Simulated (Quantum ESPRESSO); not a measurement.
# Te2Mo (P6_3/mmc): zone-centre phonons, part 3 of 3

Aim: the zone-centre modes of Te2Mo (P6_3/mmc).

Quantum ESPRESSO 7.5; DFT LDA, scalar-relativistic, plane waves, GBRV ultrasoft pseudopotentials.

So far. Step 5 (Linear response at Γ): The acoustic modes at Γ come out as far as 5.8 cm⁻¹ from zero, where they should vanish, a small numerical error; the Born charges miss their sum rule by 0.069 e, too much: mesh or cutoff is short for the field response. Step 6 (Modes with the sum rule): The rule moves no optical mode by more than 0.1 cm⁻¹. The relaxed cell has a = 3.486, c = 13.747 Å (conventional setting).

## Step 7: Sum rules set otherwise: a sum rule for molecules or wires on a crystal

This rule also removes rotations, which suits molecules and not a crystal; it is tried to see the harm.

Contents of dynmat.in:

```
 &input
    fildyn='g.dyn',
    asr='zero-dim',
    fileig='dynmat.eig',
    lperm=.true.,
 /
```

Command:

```sh
$ dynmat.x -in dynmat.in > dynmat.out
```

Log:

```text
[banner, memory and clock lines left out]
Program DYNMAT v.7.5

     Reading Dynamical Matrix from file g.dyn
     ...Force constants read
     ...epsilon and Z* read
     Acoustic Sum Rule: || Z*(ASR) - Z*(orig)|| =    2.876462E-02
     Acoustic Sum Rule: ||dyn(ASR) - dyn(orig)||=    5.155185E-01
     A direction for q was not specified:TO-LO splitting will be absent

     Polarizability (A^3 units)
     multiply by 0.151179 for Clausius-Mossotti correction
       222.929948    0.000000    0.000000
         0.000000  222.929948    0.000000
        -0.000000    0.000000  135.933141

     IR activities are in (D/A)^2/amu units

# mode   [cm-1]    [THz]      IR
    1     -0.00   -0.0000    0.0000
    2     -0.00   -0.0000    0.0000
    3     -0.00   -0.0000    0.0000
    4     -0.00   -0.0000    0.0000
    5     -0.00   -0.0000    0.0000
    6      0.00    0.0000    0.0000
    7     39.49    1.1839    0.0000
    8    112.63    3.3765    0.0000
    9    117.01    3.5080    0.0000
   10    119.07    3.5696    0.0000
   11    119.07    3.5696    0.0000
   12    174.17    5.2215    0.0000
   13    177.92    5.3339    0.0000
   14    238.47    7.1492    0.0000
   15    238.84    7.1602    6.8925
   16    238.84    7.1602    6.8925
   17    286.67    8.5942    0.0000
   18    289.14    8.6682    2.1598

Electronic dielectric permittivity tensor (relative, adimensional)
        20.362820    0.000000    0.000000
         0.000000   20.362820    0.000000
        -0.000000    0.000000   12.806619

 ... with zone-center polar mode contributions
        22.144045   -0.000000    0.000000
        -0.000000   22.144045    0.000000
         0.000000    0.000000   13.187456

    6) =       0.000001 [THz] =       0.000039 [cm-1]
[end of the log left out, with the tail of the file of modes that dynmat.x writes under the same name]
```

Wall time 0.59 s (1 thread of Intel Xeon Platinum 8259CL at 2.50GHz (Skylake/Cascade Lake), shared host).

The program raised no error, yet the settings are not those of a careful run.

The fault: a sum rule for molecules or wires on a crystal; 3 optical modes are projected out to zero frequency, as if they were rotations.

For a crystal the rule has to be 'simple' or 'crystal'.

Zone-centre frequencies as printed; negative means imaginary. Modes:

| mode | frequency (cm⁻¹) |
| --- | --- |
| 1 | 0 |
| 2 | 0 |
| 3 | 0 |
| 4 | 0 |
| 5 | 0 |
| 6 | 0 |
| 7 | 39.49 |
| 8 | 112.6 |
| 9 | 117 |
| 10 | 119.1 |
| 11 | 119.1 |
| 12 | 174.2 |
| 13 | 177.9 |
| 14 | 238.5 |
| 15 | 238.8 |
| 16 | 238.8 |
| 17 | 286.7 |
| 18 | 289.1 |

## Step 8: Sum rules set otherwise (asr no)

Without the rule the raw error of the acoustic modes shows.

Contents of dynmat.in:

```
 &input
    fildyn='g.dyn',
    asr='no',
    fileig='dynmat.eig',
    lperm=.true.,
 /
```

Command:

```sh
$ dynmat.x -in dynmat.in > dynmat.out
```

Log:

```text
[banner, memory and clock lines left out]
Program DYNMAT v.7.5

     Reading Dynamical Matrix from file g.dyn
     ...Force constants read
     ...epsilon and Z* read
     A direction for q was not specified:TO-LO splitting will be absent

     Polarizability (A^3 units)
     multiply by 0.151179 for Clausius-Mossotti correction
       222.929948    0.000000    0.000000
         0.000000  222.929948    0.000000
        -0.000000    0.000000  135.933141

     IR activities are in (D/A)^2/amu units

# mode   [cm-1]    [THz]      IR
    1     -5.85   -0.1754    0.0002
    2     -5.51   -0.1652    0.0000
    3     -5.51   -0.1652    0.0000
    4     28.79    0.8630    0.0000
    5     28.79    0.8630    0.0000
    6     39.56    1.1860    0.0000
    7    119.07    3.5696    0.0000
    8    119.07    3.5696    0.0000
    9    121.19    3.6332    0.0000
   10    121.19    3.6332    0.0000
   11    174.17    5.2215    0.0000
   12    177.92    5.3339    0.0000
   13    238.80    7.1589    0.0000
   14    238.80    7.1589    0.0000
   15    238.82    7.1597    6.8938
   16    238.82    7.1597    6.8938
   17    289.13    8.6679    2.1647
   18    295.19    8.8494    0.0000

Electronic dielectric permittivity tensor (relative, adimensional)
        20.362820    0.000000    0.000000
         0.000000   20.362820    0.000000
        -0.000000    0.000000   12.806619

 ... with zone-center polar mode contributions
        22.144579    0.000000    0.000000
         0.000000   22.144579   -0.000000
         0.000000   -0.000000   13.188354

[end of the log left out, with the tail of the file of modes that dynmat.x writes under the same name]
```

Wall time 0.57 s (1 thread).

Zone-centre frequencies as printed; negative means imaginary. Modes:

| mode | frequency (cm⁻¹) |
| --- | --- |
| 1 | -5.85 |
| 2 | -5.51 |
| 3 | -5.51 |
| 4 | 28.79 |
| 5 | 28.79 |
| 6 | 39.56 |
| 7 | 119.1 |
| 8 | 119.1 |
| 9 | 121.2 |
| 10 | 121.2 |
| 11 | 174.2 |
| 12 | 177.9 |
| 13 | 238.8 |
| 14 | 238.8 |
| 15 | 238.8 |
| 16 | 238.8 |
| 17 | 289.1 |
| 18 | 295.2 |

Against the first rule no mode moves by more than 5.9 cm⁻¹.

## Step 9: Modes along a direction of q (1 0 0)

A longitudinal polar mode sets up a macroscopic field that stiffens it; the term hangs on the direction from which q goes to zero.

Contents of dynmat.in:

```
 &input
    fildyn='g.dyn',
    asr='crystal',
    fileig='dynmat.eig',
    q(1)=1.0,
    q(2)=0.0,
    q(3)=0.0,
 /
```

Command:

```sh
$ dynmat.x -in dynmat.in > dynmat.out
```

Log:

```text
[banner, memory and clock lines left out]
Program DYNMAT v.7.5

     Reading Dynamical Matrix from file g.dyn
     ...Force constants read
     ...epsilon and Z* read
     Acoustic Sum Rule: || Z*(ASR) - Z*(orig)|| =    2.876462E-02
     Acoustic Sum Rule: ||dyn(ASR) - dyn(orig)||=    6.460727E-04

     Polarizability (A^3 units)
     multiply by 0.151179 for Clausius-Mossotti correction
       222.929948    0.000000    0.000000
         0.000000  222.929948    0.000000
        -0.000000    0.000000  135.933141

     IR activities are in (D/A)^2/amu units

# mode   [cm-1]    [THz]      IR
    1     -0.00   -0.0000    0.0000
    2      0.00    0.0000    0.0000
    3      0.00    0.0000    0.0000
    4     28.79    0.8630    0.0000
    5     28.79    0.8630    0.0000
    6     39.56    1.1860    0.0000
    7    119.07    3.5696    0.0000
    8    119.07    3.5696    0.0000
    9    121.19    3.6332    0.0000
   10    121.19    3.6332    0.0000
   11    174.17    5.2215    0.0000
   12    177.92    5.3339    0.0000
   13    238.80    7.1589    0.0000
   14    238.80    7.1589    0.0000
   15    238.84    7.1602    6.8925
   16    249.06    7.4668    6.8925
   17    289.14    8.6682    2.1598
   18    295.19    8.8494    0.0000

[end of the log left out, with the tail of the file of modes that dynmat.x writes under the same name]
```

Elapsed: 0.57 s, on 1 thread.

This step gave:

- highest mode moved by the LO-TO term: 249.1 cm⁻¹

Zone-centre frequencies as printed; negative means imaginary. Modes:

| mode | frequency (cm⁻¹) |
| --- | --- |
| 1 | 0 |
| 2 | 0 |
| 3 | 0 |
| 4 | 28.79 |
| 5 | 28.79 |
| 6 | 39.56 |
| 7 | 119.1 |
| 8 | 119.1 |
| 9 | 121.2 |
| 10 | 121.2 |
| 11 | 174.2 |
| 12 | 177.9 |
| 13 | 238.8 |
| 14 | 238.8 |
| 15 | 238.8 |
| 16 | 249.1 |
| 17 | 289.1 |
| 18 | 295.2 |

The field moves one mode, from 239 to 249 cm⁻¹; the others stay.

## Step 10: Modes along a direction of q (0 0 1)

Contents of dynmat.in:

```
 &input
    fildyn='g.dyn',
    asr='crystal',
    fileig='dynmat.eig',
    q(1)=0.0,
    q(2)=0.0,
    q(3)=1.0,
 /
```

Command:

```sh
$ dynmat.x -in dynmat.in > dynmat.out
```

Log:

```text
[banner, memory and clock lines left out]
Program DYNMAT v.7.5

     Reading Dynamical Matrix from file g.dyn
     ...Force constants read
     ...epsilon and Z* read
     Acoustic Sum Rule: || Z*(ASR) - Z*(orig)|| =    2.876462E-02
     Acoustic Sum Rule: ||dyn(ASR) - dyn(orig)||=    6.460727E-04

     Polarizability (A^3 units)
     multiply by 0.151179 for Clausius-Mossotti correction
       222.929948    0.000000    0.000000
         0.000000  222.929948    0.000000
        -0.000000    0.000000  135.933141

     IR activities are in (D/A)^2/amu units

# mode   [cm-1]    [THz]      IR
    1     -0.00   -0.0000    0.0000
    2      0.00    0.0000    0.0000
    3      0.00    0.0000    0.0000
    4     28.79    0.8630    0.0000
    5     28.79    0.8630    0.0000
    6     39.56    1.1860    0.0000
    7    119.07    3.5696    0.0000
    8    119.07    3.5696    0.0000
    9    121.19    3.6332    0.0000
   10    121.19    3.6332    0.0000
   11    174.17    5.2215    0.0000
   12    177.92    5.3339    0.0000
   13    238.80    7.1589    0.0000
   14    238.80    7.1589    0.0000
   15    238.84    7.1602    6.8925
   16    238.84    7.1602    6.8925
   17    293.41    8.7961    2.1598
   18    295.19    8.8494    0.0000

[end of the log left out, with the tail of the file of modes that dynmat.x writes under the same name]
```

Wall time 0.58 s (1 thread).

This step gave:

```yaml
highest_mode_moved_by_the_lo_to_term: 293.4 cm⁻¹
```

Zone-centre frequencies as printed; negative means imaginary. Modes:

| mode | frequency (cm⁻¹) |
| --- | --- |
| 1 | 0 |
| 2 | 0 |
| 3 | 0 |
| 4 | 28.79 |
| 5 | 28.79 |
| 6 | 39.56 |
| 7 | 119.1 |
| 8 | 119.1 |
| 9 | 121.2 |
| 10 | 121.2 |
| 11 | 174.2 |
| 12 | 177.9 |
| 13 | 238.8 |
| 14 | 238.8 |
| 15 | 238.8 |
| 16 | 238.8 |
| 17 | 293.4 |
| 18 | 295.2 |

The field moves one mode, from 289 to 293 cm⁻¹; the others stay.

## Step 11: Modes along a direction of q (1 1 1)

Contents of dynmat.in:

```
 &input
    fildyn='g.dyn',
    asr='crystal',
    fileig='dynmat.eig',
    q(1)=1.0,
    q(2)=1.0,
    q(3)=1.0,
 /
```

Command:

```sh
$ dynmat.x -in dynmat.in > dynmat.out
```

Log:

```text
[banners, grids, parts of the stress and lines that vanish by symmetry left out]
[banner, memory and clock lines left out]
Program DYNMAT v.7.5

     Reading Dynamical Matrix from file g.dyn
     ...Force constants read
     ...epsilon and Z* read
     Acoustic Sum Rule: || Z*(ASR) - Z*(orig)|| =    2.876462E-02
     Acoustic Sum Rule: ||dyn(ASR) - dyn(orig)||=    6.460727E-04

     Polarizability (A^3 units)
     multiply by 0.151179 for Clausius-Mossotti correction
       222.929948    0.000000    0.000000
         0.000000  222.929948    0.000000
        -0.000000    0.000000  135.933141

     IR activities are in (D/A)^2/amu units

# mode   [cm-1]    [THz]      IR
    1     -0.00   -0.0000    0.0000
    2      0.00    0.0000    0.0000
[...]
17    290.33    8.7039    2.1791
   18    295.19    8.8494    0.0000

[end of the log left out, with the tail of the file of modes that dynmat.x writes under the same name]
```

It took 0.57 s on 1 thread.

This step gave:

```
highest mode moved by the LO-TO term : 290.3 cm⁻¹
```

Zone-centre frequencies as printed; negative means imaginary. Modes:

| mode | frequency (cm⁻¹) |
| --- | --- |
| 1 | 0 |
| 2 | 0 |
| 3 | 0 |
| 4 | 28.79 |
| 5 | 28.79 |
| 6 | 39.56 |
| 7 | 119.1 |
| 8 | 119.1 |
| 9 | 121.2 |
| 10 | 121.2 |
| 11 | 174.2 |
| 12 | 177.9 |
| 13 | 238.8 |
| 14 | 238.8 |
| 15 | 238.8 |
| 16 | 246.5 |
| 17 | 290.3 |
| 18 | 295.2 |

The field moves 2 modes; the highest of them now lies at 290 cm⁻¹, where the highest that moved away lay at 289.

## Step 12: Results

```json
{
  "space group after relaxation": "P6_3/mmc",
  "volume per atom": "24.1 Å³",
  "gap on the k-mesh": "0.633 eV",
  "highest optical zone-centre mode (no LO-TO term)": "295.2 cm⁻¹",
  "lowest optical zone-centre mode": "28.8 cm⁻¹",
  "highest mode moved by the LO-TO term (probably not converged in the k mesh)": "293.4 cm⁻¹",
  "mean high-frequency dielectric constant (probably not converged in the k mesh)": "17.8",
  "largest Born charge in size (third of the trace) (probably not converged in the k mesh)": "2.76 e",
  "mean static dielectric constant (probably not converged in the k mesh)": "19.2",
  "imaginary optical modes at the zone centre (no q mesh in this session)": "none"
}
```

At the LDA level the optical modes of Te2Mo (P6_3/mmc) at the zone centre (no LO-TO term) run from 29 to 295 cm⁻¹. Along the directions run, the highest mode that the macroscopic field moves lies at 293 cm⁻¹. Lattice motion raises the mean dielectric constant from 17.84 to 19.16. The Born charges miss their sum rule by 0.069 e, a sign that the k mesh or the cutoff is short for the field response. ε∞, the Born charges and what follows from them are probably not converged in the k mesh. Of the 15 optical modes, 7 are Raman active alone, 5 are silent and 3 are infrared active alone; inversion symmetry keeps the two sets apart. These are harmonic frequencies at zero temperature: anharmonic shifts and linewidths and thermal expansion are left out. Spin-orbit coupling is left out, which can matter for the heavy elements here.

Computed beside measured:

| quantity | measured | LDA GBRV ultrasoft, Quantum ESPRESSO |
| --- | --- | --- |
| lattice constant a (Å) | 3.52085 | 3.486 (-1.0 %) |
| lattice constant c (Å) | 13.9664 | 13.747 (-1.6 %) |
| band gap (gap on the k-mesh) (eV) | 0.88 | 0.63 (-0.25 eV) |

Measured values from arxiv:1705.00651 (2017) and arxiv:1407.1219 (2014).

**Verdict.** The lattice constant a is off by -1.0 %: fair agreement. The lattice constant c is off by -1.6 %: fair agreement. The band gap is off by -0.25 eV. The computed gap is read on a k-mesh, which can miss the band edges. An optical gap can lie under the band gap by the exciton's binding. Spin-orbit coupling, left out here, can change the gap with such heavy elements. Zero-point and thermal motion shift the measured gap. The grades are ours: good and fair within 0.7 and 1.5 % for the lattice constant a and 0.8 and 2 % for the lattice constant c. For lattice constants the calculation has a static lattice, without zero-point motion or thermal expansion. Limits of convergence are named above.

[Host names and launcher messages were left out of these logs when they were recorded.]

[Logs are printed without paths, hosts, clocks, repeated set-up lines and the standing remarks that a program may print on its own settings, such as how far it seeks lower states.]

[Hosts, paths, dates, database ids (printed as entryN), source tags and the programs' standing remarks are cut or masked in the printed files.]
